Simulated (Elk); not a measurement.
# KCrF3: magnetism against strain along c

Wanted: the trend of the moments of KCrF3 with strain along c.

Calculated with Elk 11.2.3 (patched build); LDA (Perdew-Wang) with U = 3.50 eV on Cr d; all-electron APW+lo, Dirac cores, scalar-relativistic bands.

Most raw output is cut from this account.

### Step 1. Set-up

It takes space group P4/mmm (No. 123, tetragonal). The conventional cell has a = 4.094 Å, b = 4.094 Å, c = 4.601 Å, α = 90.00°, β = 90.00°, γ = 90.00°. Nearest to K lie 12 F at 2.89 to 3.08 Å. Nearest to Cr lie 6 F at 2.05 to 2.30 Å. Nearest to F lie 2 Cr at 2.30 Å and 4 K at 2.89 Å. Nearest to F lie 2 Cr at 2.05 Å and 4 K at 3.08 Å. Farther neighbours and most contacts between anions are not listed.

The cell comes from a database of computed structures and need not be the stable phase.

The settings of this session are not all sound (see the inputs), so it shows what such settings give, not the properties of the crystal.

### Step 2. Factor 0.94, start ferro +

The series opens at one end, with each start in turn. A Hubbard U of customary size acts on the open shell; it was not fitted to this crystal.

Lengths along c scale by the factor. Atoms keep their fractional places. The sphere radii are fixed at values that fit the tightest cell, so that all points share one basis rule.

The last three numbers of an atom's line are a seed field in its sphere. It points against the wanted moment and shrinks by the factor reducebf each loop.

Input file elk.in:

```
! muffin-tin radii typed in the species files (bohr): F 1.7263, Cr 2.0716, K 2.0716
tasks
  0

xctype
  3

rgkmax
  7.0

nempty
  5

swidth
  0.002

reducebf
  0.6

epsengy
  1e-05

maxscl
  100

lmaxi
  2

mixtype
  1

beta0
  0.05

spincore
  .true.

spinpol
  .true.

sppath
  './'

avec
  7.73580176103 0.00000000000 0.00000000000
  0.00000000000 7.73580176103 0.00000000000
  0.00000000000 0.00000000000 8.17230729309

atoms
  3
  'K.in'
  1
  0.5000000000 0.5000000000 0.5000000000   0.000000 0.000000 0.000000
  'Cr.in'
  1
  0.0000000000 0.0000000000 0.0000000000   0.000000 0.000000 -0.450000
  'F.in'
  3
  0.0000000000 0.0000000000 0.5000000000   0.000000 0.000000 0.000000
  0.0000000000 0.5000000000 0.0000000000   0.000000 0.000000 0.000000
  0.5000000000 0.0000000000 0.0000000000   0.000000 0.000000 0.000000

ngridk
  6 6 6

dft+u
  1 1
  2 2 0.128623 0.000000
```

The run is started by

```bash
> OMP_NUM_THREADS=4 elk
```

Elapsed: 76 s, on 4 threads of Arm Neoverse V1, shared host; peak memory 0.17 GiB; 4.9 min of CPU time.

Spin moment in the muffin-tin sphere by atom:

```csv
atom,spin moment in the muffin-tin sphere (μB)
K1,0.00
Cr2,3.48
F3,0.06
F4,0.02
F5,0.02
```

Read from the output:

```
density of states at the Fermi level : 0.3041 states/eV/cell
moment between the spheres           : 0.4177 μB
magnetization                        : 4.000 μB
final state                          : ferromagnetic
```

After 22 cycles the largest moment stands at 3.48 μB.

### Step 3. Factor 0.94, start no spin polarisation

Changes to elk.in since step 2:

```diff
@@ -15,5 +15,2 @@
   0.002
-
-reducebf
-  0.6
 
@@ -37,5 +34,2 @@
 
-spinpol
-  .true.
-
 sppath
@@ -55,3 +49,3 @@
   1
-  0.0000000000 0.0000000000 0.0000000000   0.000000 0.000000 -0.450000
+  0.0000000000 0.0000000000 0.0000000000   0.000000 0.000000 0.000000
   'F.in'
```

The run is started by

```bash
> OMP_NUM_THREADS=4 elk
```

It took 2 min on 4 threads; peak memory 0.17 GiB; 8 min of CPU time.

The spin moment in the muffin-tin sphere vanishes on all atoms.

Read from the output:

```yaml
final_state: non-magnetic
```

It lies 3080 meV a seeded atom over the parallel start.

### Step 4. Factor 1.06, start ferro +

The other end of the series.

Changes to elk.in since step 3:

```diff
@@ -15,2 +15,5 @@
   0.002
+
+reducebf
+  0.6
 
@@ -34,2 +37,5 @@
 
+spinpol
+  .true.
+
 sppath
@@ -40,3 +46,3 @@
   0.00000000000 7.73580176103 0.00000000000
-  0.00000000000 0.00000000000 8.17230729309
+  0.00000000000 0.00000000000 9.21558056455
 
@@ -49,3 +55,3 @@
   1
-  0.0000000000 0.0000000000 0.0000000000   0.000000 0.000000 0.000000
+  0.0000000000 0.0000000000 0.0000000000   0.000000 0.000000 -0.450000
   'F.in'
```

The run is started by

```bash
> OMP_NUM_THREADS=4 elk
```

Wall time 83 s (4 threads); peak memory 0.17 GiB; 5.4 min of CPU time.

Read from the output:

- density of states at the Fermi level: 2.30e-4 states/eV/cell
- moment between the spheres: 0.4506 μB
- magnetization: 4.000 μB
- final state: ferromagnetic
- largest moment: 3.473 μB

After 22 cycles the largest moment stands at 3.47 μB.

### Step 5. A faulty input

A slip in the input shows what the program catches and what it lets pass.

Changes to elk.in since step 2:

```diff
@@ -1,2 +1 @@
-! muffin-tin radii typed in the species files (bohr): F 1.7263, Cr 2.0716, K 2.0716
 tasks
@@ -40,2 +39,8 @@
 
+spinsprl
+  .true.
+
+vqlss
+  0.5 0.5
+
 sppath
@@ -46,3 +51,3 @@
   0.00000000000 7.73580176103 0.00000000000
-  0.00000000000 0.00000000000 8.17230729309
+  0.00000000000 0.00000000000 8.69394392882
```

The run is started by

```bash
> OMP_NUM_THREADS=4 elk
```

The job ended after 0.07 s (4 threads; peak memory 0.05 GiB).

The program refused the input before any cycle.

The fault put into the input: a spiral wavevector with two numbers.

vqlss takes three components.

### Step 6. All points

Table of largest sphere moment, ferro + by c axis:

```csv
c axis (factor),"largest sphere moment, ferro + (μB)"
0.9400,3.48
0.9700,3.48
1.0000,3.48
1.0300,3.47
1.0600,3.47
```

Energy less that of the parallel start, no spin polarisation against c axis:

```csv
c axis (factor),"energy less that of the parallel start, no spin polarisation (meV a seeded atom)"
0.9400,3080
0.9700,3178
1.0000,3270
1.0300,3353
1.0600,3428
```

### Step 7. Outcome

* moment, parallel start: 3.47 to 3.48 μB
* states met from spin-polarised starts: ferromagnetic

The moment of the parallel start goes from 3.48 μB at 0.94 to 3.47 μB at 1.06; the net moment of the cell stays the same, so only the share inside the sphere moves. The spinless run goes from 3080 to 3428 meV a seeded atom against the parallel start.

[Logs and program files are shortened in this print: banners, set-up blocks, solver, clock and traceback lines can be left out without a mark of their own.]

[Logs are printed without paths, hosts, clocks, repeated set-up lines and the standing remarks that a program may print on its own settings, such as how far it seeks lower states.]

[Hosts, paths, dates, database ids (printed as entryN), source tags and the programs' standing remarks are cut or masked in the printed files.]

[Where a cell is said to come from a database of computed structures, the database is the Materials Project.]
